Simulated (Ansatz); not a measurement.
Entries from a set of simulations; values are calculated unless marked as measured.

**From PBE to G0W0: SiO2 (P3_221)**

Symmetry: P3_221, No. 154, trigonal system. Conventional cell: a = 4.916 Å, b = 4.916 Å, c = 5.408 Å, α = 90.00°, β = 90.00°, γ = 120.00°. Si has 4 O at 1.61 Å nearest. Nearest to O lie 2 Si at 1.61 Å. Farther neighbours and most contacts between anions are not listed.

```
method                                             : DFT, PBE, plane waves, PAW; PAW set soft_1 (and 1 further level or step)
program                                            : Ansatz 0.2.0
settings of one run                                : cutoff 420 eV, 6×6×4 k-mesh, smearing width 0.02 eV, PAW set soft 1
cost                                               : 2 runs, 2 min in all on 1 × NVIDIA H100 80GB HBM3 (shared by 6 runs) with 3 threads of AMD EPYC 7R13 (Zen 3), shared host (the runs of this entry)
notes                                              : The cell and positions come from the Crystallography Open Database and are kept as given unless a step says otherwise. From 126 bands and 54 eV to 644 bands and 180 eV the gap moves by 9.002 − 8.673 = +0.329 eV (rung by rung 8.673, 8.806, 9.002 eV); bands and screening cutoff rise together, so their parts are not told apart. A line in one over the bands through the two highest rungs gives 9.002 + (9.002 − 8.806) × 312 / (644 − 312) = 9.186 eV, and through the pair below 8.806 + (8.806 − 8.673) × 126 / (312 − 126) = 8.896 eV. The two differ by 0.290 eV, not under the 0.030 eV asked, so the law does not hold well over these rungs and the limit is not known.
PBE gap over mesh and path                         : 5.993 eV, from k = (0.333, 0.333, 0.000) to k = Γ
G0W0@PBE gap over 23 of 24 irreducible mesh points : 9.002 eV, from k = (0.333, 0.333, 0.000) to k = Γ
GW settings                                        : 6×6×4 mesh, 620 empty bands, screening to 180 eV, PAW set soft_1 files
known limits                                       : finite bands, screening cutoff and k mesh; no spin-orbit coupling in G0W0
```

Over 23 of 24 irreducible mesh points the G0W0 gap is 9.002 eV, from k = (0.333, 0.333, 0.000) to k = Γ. The PBE gap of this run on the mesh is 5.993 eV. The two states that bound the G0W0 gap lie that far apart at the start, so the correction of the gap is 9.002 − 5.993 = +3.009 eV. The valence state moves by 0.611 − 2.505 = −1.894 eV and the conduction state by 9.613 − 8.498 = +1.115 eV, on the run's own scale; with 126 bands the edge states move by −1.424 and +1.257 eV, so the split between the edges depends on the bands and cutoff.

[Paths, hosts, dates, memory and timing lines, banners, echoed tables and standing remarks are left out of the program output.]

[Logs are printed without paths, hosts, clocks, repeated set-up lines and the standing remarks that a program may print on its own settings, such as how far it seeks lower states.]

[Runs of the session that timed out or met a known fault of the program may be left out.]

[Cells called generated may have been cut or substituted from an entry of the Crystallography Open Database or the Materials Project.]

[Hosts, paths, dates, database ids (printed as entryN), source tags and the programs' standing remarks are cut or masked in the printed files.]
